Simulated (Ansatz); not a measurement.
# Phonons of Al2V in the C11b ordering, part 2 of 3

Question: is the lattice of Al2V in the C11b ordering stable, and if so, what are its coupling constant and resistivity?

Ansatz 0.2.0; DFT PBEsol, scalar-relativistic, plane waves, PAW.

So far. Step 2 (Rough relaxation): The largest force is now 0.012 eV/Å and the largest stress component 0.31 GPa.

The structure was built from a prototype and need not be the compound's stable phase.

### 3. Relaxation

The structure is brought to rest under this functional.

The input, input.yaml:

```yaml
crystal:
  lattice:
    - [3.0374022904, 0.0, 1.6059e-06]
    - [0.0, 3.0374022904, 1.6059e-06]
    - [1.5186986587, 1.5186986587, 4.7029387005]
  atoms:
    - { symbol: V, position: [0.0, 0.0, 0.0] }
    - { symbol: Al, position: [0.6606495262, 0.6606495262, 0.6787009475] }
    - { symbol: Al, position: [0.3393504738, 0.3393504738, 0.3212990525] }
kpoints:
  mp_grid: { grid: [10, 10, 10] }
hamiltonian:
  xc: pbesol
scf:
  occupations: { method: gaussian, width: 0.1 }
output:
  forces: true
  stress: true
  eigenvalues: true
  write_density: true
  write_potential: true
  elf: true
  volumetric_format: npy
relax:
  adjacent_minimum: "off"
  f_tol: 0.005
  max_steps: 80
  cell: { stress_tol: 0.05 }
```

Launch:

```bash
$ ansatz run input.yaml --threads 4 --pin off --max-ram 8192MiB --backend cpu --events-out ev --progress --plain --runs-dir out
```

Numbers of over 12 decimals in the logs are rounded to 6 here.

Log:

```text
[the first part of the log is left out]
  E_paw        = -1996.720973  (= ΣΔE_a)
  E_vpaw       = -205.667703  (= ΣTr[D̂ρ^β])
  E_aug_tail   = 0.000250  (compensation charges beyond the density's cutoff)
  E_ewald      = -1269.312134
  E_core_change = 0.187957  (= ΣΔE_core)
  E_smearing   = -0.020111  (= −TS)
  E_closure    = 0.000000  (closes the sum)
  Σ components = -3934.553877   (vs F -3934.553877, Δ=0.00e0)
--- Forces (eV/Å), atoms counted from 1 ---
  atom   1  V      0.00000000    -0.00000000     0.00000000
  atom   2  Al    -0.00000000    -0.00000000     0.00208291
  atom   3  Al     0.00000000     0.00000000    -0.00208291
  max |Σ_I F_I| component: 0.00e0 eV/Å
--- Stress (GPa, compression-positive) ---
        0.017206       0.000000      -0.000000
        0.000000       0.017206      -0.000000
       -0.000000      -0.000000       0.027898
  P = ⅓ Tr σ = 0.0208 GPa (0.208 kbar)
--- Band table (eV; the first three rows and the last of 102) ---
[...]
--- Relaxed structure (5 steps of the walk, 5 accepted, 1 SCFs on fresh bases) ---
[...]
cell:  # Å, volume = 43.4029 Å³
    - [3.017058, -4.216842032938321e-13, 1.595149341897745e-6]
    - [-4.2168420329458846e-13, 3.017058, 1.5951493418991756e-6]
    - [1.508526, 1.508526, 4.768171]
  atoms:
    - { symbol: V, position: [0, 0, 0] }
    - { symbol: Al, position: [0.659849, 0.659849, 0.680303] }
    - { symbol: Al, position: [0.340151, 0.340151, 0.319697] }
```

Run time: 5 s. Hardware: 4 threads of Arm Neoverse V2, shared host; peak memory 0.39 GiB; 18 s of CPU time.

Relaxation path:

```tsv
step	energy less that of the first step (eV)	largest force component (eV/Å)	pressure (GPa)	volume (Å³)
1	0.0000	0.0669	-0.07	43.39
2	-0.0012	0.0190	-0.02	43.40
3	-0.0017	0.0044	0.04	43.40
4	-0.0016	0.0078	-0.14	43.45
5	-0.0017	0.0020	0.02	43.40
6	-0.0017	0.0021	0.02	43.40
```

The log counts 1 steps on a newly chosen plane-wave basis, not all of them marked here; energy and pressure can jump at such steps.

```tsv
conventional cell, symmetrised	before	after	change
a (Å)	3.037	3.017	-0.7 %
b (Å)	3.037	3.017	-0.7 %
c (Å)	9.406	9.536	+1.4 %
volume (Å³/atom)	14.46	14.47	+0.0 %
```

Final coordinates:

```xyz
3
Lattice="3.0171 0.0000 0.0000 0.0000 3.0171 0.0000 1.5085 1.5085 4.7682" Properties=species:S:1:pos:R:3 pbc="T T T"
V     0.0000    0.0000    0.0000
Al    3.0171    3.0171    3.2438
Al    1.5085    1.5085    1.5244
```

This step gave:

* pressure: 0.02077 GPa
* volume per atom: 14.47 Å³

Valence density in the ac plane of the conventional cell at fractional y = 0.000, with atoms of V and Al within 0.2 Å of it. It is the smooth field of the valence electrons, not physical close to the nuclei.

Values in e/Å³, 24 rows by 14 columns, each cell a mean:
```
11  9  5  2  1  0  0  0  0  0  1  2  6 10
 3  2  1  1  0  0  0  0  0  0  0  1  1  2
 0  0  0  0  0  0  0  0  0  0  0  0  0  0
 0  0  0  0  0  0  0  0  0  0  0  0  0  0
 0  0  0  0  0  0  0  0  0  0  0  0  0  0
 0  0  0  0  0  0  0  0  0  0  0  0  0  0
 0  0  0  0  0  0  0  0  0  0  0  0  0  0
 0  0  0  0  0  0  0  0  0  0  0  0  0  0
 0  0  0  0  0  0  0  0  0  0  0  0  0  0
 0  0  0  0  0  0  0  0  0  0  0  0  0  0
 0  0  0  0  0  0  0  0  0  0  0  0  0  0
 0  0  0  0  0  0  0  0  0  0  0  0  0  0
 0  0  0  0  0  0  0  0  0  0  0  0  0  0
 0  0  0  0  0  0  0  0  0  0  0  0  0  0
 0  0  0  0  0  0  0  0  0  0  0  0  0  0
 0  0  0  0  0  0  0  0  0  0  0  0  0  0
 0  0  0  0  0  0  0  0  0  0  0  0  0  0
 0  0  0  0  0  0  0  0  0  0  0  0  0  0
 0  0  0  0  0  0  0  0  0  0  0  0  0  0
 0  0  0  0  0  0  0  0  0  0  0  0  0  0
 0  0  0  0  0  0  0  0  0  0  0  0  0  0
 1  1  0  0  0  0  0  0  0  0  0  0  0  1
 6  5  3  1  0  0  0  0  0  0  0  1  3  5
15 12  7  2  1  0  0  0  0  0  1  3  8 13
```
Columns run along a (3.0 Å), rows up along c (9.5 Å), edges of the conventional cell, whose origin can differ from the input's. Atoms in or near the plane, at fractional coordinates: V at (0.00, 0.00), Al at (0.00, 0.34), Al at (0.00, 0.66).

ELF in the ac plane of the conventional cell at fractional y = 0.000, with atoms of V and Al within 0.2 Å of it. It is the smooth field of the valence electrons, not physical close to the nuclei.

Values, 24 rows by 14 columns, each cell a mean:
```
0.74 0.73 0.67 0.45 0.24 0.26 0.40 0.48 0.38 0.24 0.28 0.51 0.68 0.73
0.51 0.45 0.33 0.21 0.22 0.36 0.53 0.59 0.50 0.33 0.21 0.24 0.36 0.47
0.19 0.19 0.20 0.27 0.40 0.53 0.63 0.66 0.61 0.50 0.36 0.25 0.20 0.19
0.40 0.41 0.43 0.48 0.53 0.57 0.60 0.61 0.60 0.56 0.51 0.46 0.43 0.41
0.60 0.59 0.58 0.55 0.52 0.50 0.49 0.48 0.49 0.50 0.52 0.55 0.58 0.60
0.58 0.58 0.57 0.54 0.49 0.44 0.40 0.39 0.41 0.45 0.50 0.55 0.58 0.58
0.16 0.20 0.28 0.40 0.47 0.46 0.43 0.42 0.43 0.46 0.46 0.38 0.26 0.18
0.13 0.07 0.06 0.24 0.47 0.55 0.55 0.54 0.56 0.55 0.43 0.19 0.06 0.08
0.10 0.06 0.10 0.34 0.60 0.66 0.66 0.65 0.66 0.66 0.54 0.27 0.09 0.08
0.19 0.24 0.39 0.58 0.67 0.67 0.66 0.65 0.66 0.67 0.65 0.52 0.35 0.23
0.52 0.54 0.57 0.59 0.59 0.58 0.56 0.56 0.56 0.58 0.59 0.59 0.56 0.53
0.52 0.52 0.51 0.50 0.49 0.48 0.48 0.48 0.48 0.48 0.49 0.50 0.51 0.52
0.54 0.54 0.54 0.53 0.52 0.51 0.50 0.49 0.50 0.51 0.52 0.53 0.54 0.54
0.42 0.46 0.54 0.61 0.63 0.63 0.61 0.60 0.61 0.63 0.64 0.60 0.53 0.45
0.09 0.12 0.24 0.48 0.65 0.68 0.67 0.66 0.68 0.69 0.63 0.43 0.21 0.10
0.14 0.08 0.07 0.28 0.54 0.62 0.62 0.61 0.62 0.62 0.49 0.20 0.06 0.09
0.08 0.06 0.10 0.29 0.46 0.51 0.50 0.49 0.50 0.51 0.42 0.23 0.09 0.07
0.36 0.39 0.44 0.49 0.48 0.44 0.40 0.39 0.41 0.45 0.48 0.48 0.43 0.38
0.63 0.62 0.60 0.55 0.50 0.45 0.42 0.42 0.43 0.46 0.51 0.56 0.60 0.63
0.54 0.54 0.53 0.53 0.53 0.54 0.54 0.54 0.54 0.54 0.53 0.53 0.54 0.54
0.28 0.29 0.33 0.40 0.49 0.57 0.63 0.65 0.62 0.56 0.47 0.38 0.32 0.29
0.25 0.23 0.19 0.20 0.31 0.47 0.60 0.64 0.58 0.44 0.27 0.18 0.19 0.23
0.67 0.62 0.50 0.30 0.22 0.31 0.47 0.55 0.44 0.27 0.21 0.34 0.52 0.64
0.71 0.74 0.71 0.53 0.28 0.24 0.38 0.46 0.35 0.23 0.33 0.59 0.73 0.73
```
Columns run along a (3.0 Å), rows up along c (9.5 Å), edges of the conventional cell, whose origin can differ from the input's. Atoms in or near the plane, at fractional coordinates: V at (0.00, 0.00), Al at (0.00, 0.34), Al at (0.00, 0.66).

Electrostatic potential energy in the ac plane of the conventional cell at fractional y = 0.000, with atoms of V and Al within 0.2 Å of it. With pseudopotentials it is smooth inside the atoms' cores, unlike the true potential.

Ten even steps from '0' (-19 eV) to '9' (13 eV), each cell a mean:
```
10015899984000
01258999997421
77899999999887
99999999999999
99999999999999
66789999999876
44457899987544
76536899975357
76446899985457
44468999997544
77889999999887
99999999999999
99999999999999
55679999998765
55447899986445
87535899975457
65446899985445
44568999998654
88899999999988
99999999999999
99999999999999
45689999998765
00037899986200
21004899973001
```
Columns run along a (3.0 Å; values clipped at the 3rd and 97th percentile), rows up along c (9.5 Å), edges of the conventional cell, whose origin can differ from the input's. Atoms in or near the plane, at fractional coordinates: V at (0.00, 0.00), Al at (0.00, 0.34), Al at (0.00, 0.66).

The largest force is now 0.0021 eV/Å and the largest stress component 0.028 GPa.

### 4. Relaxing tightly for phonons

Residual forces and stress shift phonon frequencies, so the cell is relaxed again, with tight thresholds and the mesh and smearing of this input.

The input, input.yaml:

```yaml
crystal:
  lattice:
    - [3.0170576663, 0.0, 1.5951e-06]
    - [0.0, 3.0170576663, 1.5951e-06]
    - [1.5085263122, 1.5085263122, 4.7681712666]
  atoms:
    - { symbol: V, position: [0.0, 0.0, 0.0] }
    - { symbol: Al, position: [0.6598485227, 0.6598485227, 0.6803029546] }
    - { symbol: Al, position: [0.3401514773, 0.3401514773, 0.3196970454] }
kpoints:
  mp_grid: { grid: [10, 10, 10] }
hamiltonian:
  xc: pbesol
scf:
  occupations: { method: methfessel_paxton, width: 0.2 }
output:
  forces: true
  stress: true
  eigenvalues: true
relax:
  adjacent_minimum: "off"
  f_tol: 0.001
  max_steps: 60
  cell: { stress_tol: 0.01 }
```

Log:

```text
[the first part of the log is left out]
  E_paw        = -1996.709341  (= ΣΔE_a)
  E_vpaw       = -205.649126  (= ΣTr[D̂ρ^β])
  E_aug_tail   = 0.000252  (compensation charges beyond the density's cutoff)
  E_ewald      = -1269.487245
  E_core_change = 0.187957  (= ΣΔE_core)
  E_smearing   = -0.005560  (= −TS)
  E_closure    = 0.000000  (closes the sum)
  Σ components = -3934.546343   (vs F -3934.546343, Δ=0.00e0)
--- Forces (eV/Å), atoms counted from 1 ---
  atom   1  V      0.00000000    -0.00000000     0.00000000
[...]
P = ⅓ Tr σ = -0.0002 GPa (-0.002 kbar)
--- Band table (eV; the first three rows and the last of 102) ---
[...]
--- Relaxed structure (3 steps of the walk, 3 accepted, 1 SCFs on fresh bases) ---
[...]
cell:  # Å, volume = 43.4017 Å³
    - [3.018058, -4.2180774434035953e-13, 1.5956438771087966e-6]
    - [-4.2180774434044364e-13, 3.018058, 1.5956438771089569e-6]
    - [1.509026, 1.509026, 4.764883]
  atoms:
    - { symbol: V, position: [0, 0, 0] }
    - { symbol: Al, position: [0.659788, 0.659788, 0.680424] }
    - { symbol: Al, position: [0.340212, 0.340212, 0.319576] }
```

It took 3.2 s on 4 threads; peak memory 0.39 GiB; 11 s of CPU time.

Little changed from the start: no atom moved by 0.005 Å and no cell edge by 0.1 %.

This step gave:

```yaml
pressure: -1.97e-4 GPa
```

The largest force is now 6.1e-4 eV/Å and the largest stress component 0.0066 GPa, small enough for phonons.

### 5. Lattice stability: q 2×2×2, k 6×6×6

Before any scattering is computed, the phonons show whether the structure is a minimum.

The input, input.yaml:

```yaml
crystal:
  lattice:
    - [3.018057798, 0.0, 1.5956e-06]
    - [0.0, 3.018057798, 1.5956e-06]
    - [1.5090263798, 1.5090263798, 4.7648830954]
  atoms:
    - { symbol: V, position: [0.0, 0.0, 0.0] }
    - { symbol: Al, position: [0.6597880346, 0.6597880346, 0.6804239309] }
    - { symbol: Al, position: [0.3402119654, 0.3402119654, 0.3195760691] }
kpoints:
  mp_grid: { grid: [6, 6, 6] }
hamiltonian:
  xc: pbesol
scf:
  occupations: { method: methfessel_paxton, width: 0.2 }
output:
  eigenvalues: true
phonons:
  method: dfpt
  qmesh: [2, 2, 2]
  temperatures: { t_max: 1000, t_step: 50 }
  qpath:
    path:
      - [[0.0, 0.0, 0.0], [0.5, 0.5, 0.5], [0.5, 0.5, 0.75], [0.5, 0.0, 0.5], [0.0, 0.0, 0.0], [0.0, 0.0, 0.5], [0.44985116, 0.0, 0.72492558]]
      - [[0.55014884, 0.0, 0.27507442], [0.0, 0.0, 0.0]]
      - [[0.5, 0.5, 0.5], [0.55014884, 0.44985116, 0.5]]
      - [[0.44985116, 0.44985116, 0.94985116], [0.0, 0.0, 0.5]]
    npoints: 10
```

Log:

```text
[...]
Crystal: 3 atoms, lattice volume = 43.402 Å³
Basis set: ecut = 420 eV, 843 PW (Γ), exchange–correlation on 72×72×72 points (8 copies of the dense FFT grid, shifted against one another)
Bands: 14, of which v1, the nominal top of the filled ones, is band 10 counted from 1 (9 counted from 0)
Symmetry: 16 space group operations
k-points: 30 of 216
[...]
SCF iter   1: F=—  HF=-3934.528953 eV  |F-HF|=—  |Δ(HF+E_count)|=         —  Δρ=7.98e-3  dr2=2.60e-2  ethr=1.77e-3  ⟨swp⟩=5.0  Hψ=2141  notcnv=0
[...]
SCF iter   8: F=-3934.522600 eV  HF=-3934.522600 eV  |F-HF|=6.82e-12  |Δ(HF+E_count)|=  1.73e-10  S|Δr|=    0.00e0  Δρ=1.46e-7  dr2=6.56e-12  ethr=1.00e-12  ⟨swp⟩=3.2  Hψ=1710  notcnv=0
SCF 1 converged in 8 iterations: F = -3934.522600 eV  dr2 = 6.56e-12
[...]
phonons: the bands overlap, so this run is a metal and interpolates without the dipole-dipole term. If the crystal is really an insulator or semiconductor, its LO-TO splitting is missing
NSCF: frozen V_eff on 30 k-points
[...]
DFPT response loops at q = (0, 0, 0) (fractional): preconditioner auto → Kerker (q_TF=auto, 2.377 Å⁻¹) (partly filled bands, converged f_vac=0.000); β = 1.00, the filter's whole step (`scf.mixing.beta` (0.50) is not read by the response loops under this deck's `scf.mixing.preconditioner`; to damp them name `kerker` or `kerker_dos`, under which they read `scf.mixing.beta`, and type it under 1.00, their step now; both keys bind the ground state too); Broyden in place of MSR1
[...]
SCF converged after 8 iterations
Stability not checked: this state was not tested for a lower state beside it, because cold or Methfessel-Paxton smearing, or corrected tetrahedra, fill the levels in a way that the test cannot read (fill_not_monotonic; see scf.lower_state_search)
Free energy (F): -3934.522600 eV
[...]
Internal energy: -3934.509607 eV  (E = F + TS)
E sigma→0 (E₀):  -3934.519352 eV
Entropy (-TS):   -0.012993 eV (-4.331 meV/atom)
Fermi energy:    11.023744 eV
[...]
--- Band table (eV; the first three rows and the last of 30) ---
  k-point 0: bands = [... 6 lower, 7.4050, 9.7262, 11.4067, 11.4067, 12.5072, 12.8673, 16.4745, 17.3877]
  k-point 1: bands = [... 6 lower, 8.6067, 9.6989, 11.4605, 11.4605, 12.5087, 13.0631, 16.6254, 16.6254]
  k-point 2: bands = [... 6 lower, 9.6389, 9.6461, 11.5777, 11.5777, 12.5117, 13.7493, 15.8685, 15.8685]
  k-point 29: bands = [... 6 lower, 8.0033, 9.2405, 9.7378, 10.5022, 10.6931, 13.1372, 13.4149, 13.5470]
--- Phonons (Γ-DFPT): 4 representative perturbations + reference (Σ response iterations 12) ---
  ASR residual: 4.099e-5 → 0.000e0 eV/Å²; symmetrization residual: 1.580e-6 eV/Å²
  ASR residual per site (eV/Å²): 4.10e-5 1.35e-5 1.35e-5
  Γ frequencies (cm⁻¹): 0.00 0.00 0.00 280.48 280.48 292.12 297.14 297.14 299.93
--- Phonons (arbitrary-q DFPT): 4 irreducible q on the 2×2×2 mesh ---
  q = [0.0000, 0.0000, 0.0000] (star 1, of the zone-centre solve; hermiticity 3.71e-7, symmetrization 5.65e-8): -0.00 0.00 0.00 280.48 280.48 292.12 297.14 297.14 299.93
  q = [0.0000, 0.0000, -0.5000] (star 1, 4 solved perturbations in 272 linear systems a pass and spin channel, the states on 112 of 216 k-point pairs; hermiticity 4.21e-6, symmetrization 2.14e-6): 157.18 161.49 161.49 166.41 204.20 204.20 328.60 328.60 376.50
[...]
sum rule: each row above includes the acoustic sum rule's correction from the zone centre's row sums; it moved no ω² by more than (0.47 cm⁻¹)²
  mesh force constants: q→R imaginary residual 2.72e-17; ASR residual 4.099e-5 → 0.000e0 eV/Å²; symmetrization residual 7.105e-15 eV/Å²
  interpolated dispersion: 94 rows × 9 modes
  density of states and harmonic sums: on the 22×22×14 q-mesh, interpolated from the force constants of a 2×2×2 supercell (no non-analytic term)
  largest difference from the sums on the solved wave vectors: F 3.97e-2 eV, S 4.02e-5 and C_V 2.42e-5 eV/K
  zero-point energy: 0.120784 eV/cell   skipped modes (ω ≤ 0): 2277, of them read as no rigid motion or as one in doubt: 2274 (1.367e0 modes/cell left out, lowest -240.31 cm⁻¹)   left out of the sums: 1.52e-1 of the cell's modes: C_V's classical limit lies that fraction below 3 k_B per atom; for a crystal, a wire or a layer, F and S can be off by more, and a phonons.interpolated_qmesh denser along its periods is the remedy for the sampling
```

It took 19 s on 4 threads; peak memory 0.56 GiB.

Numbers from this step:

* share of imaginary modes in the plain interpolation between solved wavevectors: 0.1525
* highest frequency, solved or plainly interpolated: 376.5 cm⁻¹

Solved on the 2×2×2 mesh alone; all other wavevectors are interpolated. Phonon branches along the path, in cm⁻¹:

```tsv
point	branch 1	branch 2	branch 3	branch 4	branch 5	branch 6	branch 7	branch 8	branch 9
Γ	0	0	0	280	280	292	297	297	300
halfway	-161	-116	167	208	265	288	314	318	332
X	-240	-218	206	237	246	267	307	330	358
halfway	-238	-222	214	224	257	262	304	336	355
P	-230	-230	218	235	235	274	298	347	347
halfway	-223	-119	147	235	267	270	316	338	339
N	-222	140	197	201	253	266	312	327	356
halfway	-116	115	132	206	239	270	290	335	356
Γ	0	0	0	280	280	292	297	297	300
halfway	90	98	98	228	246	246	318	318	353
M	157	162	162	166	204	204	329	329	376
halfway	-150	74	183	222	274	280	305	313	355
S	-221	72	206	255	259	265	292	341	342
jump to S0	-221	72	206	255	259	265	292	341	342
halfway	-119	114	158	198	211	277	283	343	356
Γ	0	0	0	280	280	292	297	297	300
jump to X	-240	-218	206	237	246	267	307	330	358
halfway	-239	-217	206	235	240	273	308	330	358
R	-234	-213	207	228	229	283	308	332	357
jump to G	-234	-213	207	228	229	283	308	332	357
halfway	-129	30	108	216	233	308	308	341	343
M	157	162	162	166	204	204	329	329	376
```

The phonon branches as a text plot (rows in cm⁻¹; labels by their first letter):

```
    364 |         ***      ******     ******    ****   ***   ****
    338 |  **** *******************  * ***  ****  **** **********
    312 |******** ***   ******   ******   *****      ********  **
    287 |*********   ****     *******      ****   ******     **
    261 | *   * ***** ************** *       *****   *       **
    235 |  * * *   * ******    ** *   *   ****  **  *  *    *  *
    209 |   * *    ***     *******     ****  **   **   **********
    184 |    *   **   *    * *         * * **  **        **
    158 |    ****      **     *        ****      **       *    **
    132 |   *            ********      * *      ****       *  * *
    107 |   *             *     **    *   *    *    *       *****
     81 |  *                     **   *    *       **
     55 | *                       *  *      ***      *         *
     30 |    *                     **                *      *
      4 |*                         *                  *
    -22 | *                       *                 *
    -48 |                *       *
    -73 |  *                              *        *          *
    -99 |   *                                              *
   -125 |    **                 *                           **
   -150 |     **        *      *           *      *       **
   -176 |      *              *             *    *       **
   -202 |       **    **                     *  *       **
   -227 |        *************                **       **
         Γ         X P      N       Γ   M     S|S    ΓR|G       M
```

Lowest modes at the softest wavevector of the mesh. Modes at q = (0.500, 0.500, 0.000), with each element's share of the kinetic energy (negative means imaginary):

```tsv
mode	frequency (cm⁻¹)	V %	Al %
1	-240.3	76	24
2	-218.2	85	15
3	205.6	0	100
4	236.7	50	50
5	246.4	0	100
6	267.4	24	76
```

Displacements in mode 1 (-240.3 cm⁻¹), the largest set to 1, in the home cell:
```
V1  1.00 1.00 0.00
Al2 0.55 0.55 0.00
Al3 0.55 0.55 0.00
```

Displacements in mode 6 (267.4 cm⁻¹), the largest set to 1, in the home cell:
```
V1   0.58  0.58  0.00
Al2 -1.00 -1.00  0.00
Al3 -1.00 -1.00  0.00
```

Among the solved wavevectors the lowest mode, translations apart, is -240 cm⁻¹, imaginary.

[end of part 2 of 3]

[Logs are printed without paths, hosts, clocks, repeated set-up lines and the standing remarks that a program may print on its own settings, such as how far it seeks lower states.]

[Hosts, paths, dates, database ids (printed as entryN), source tags and the programs' standing remarks are cut or masked in the printed files.]
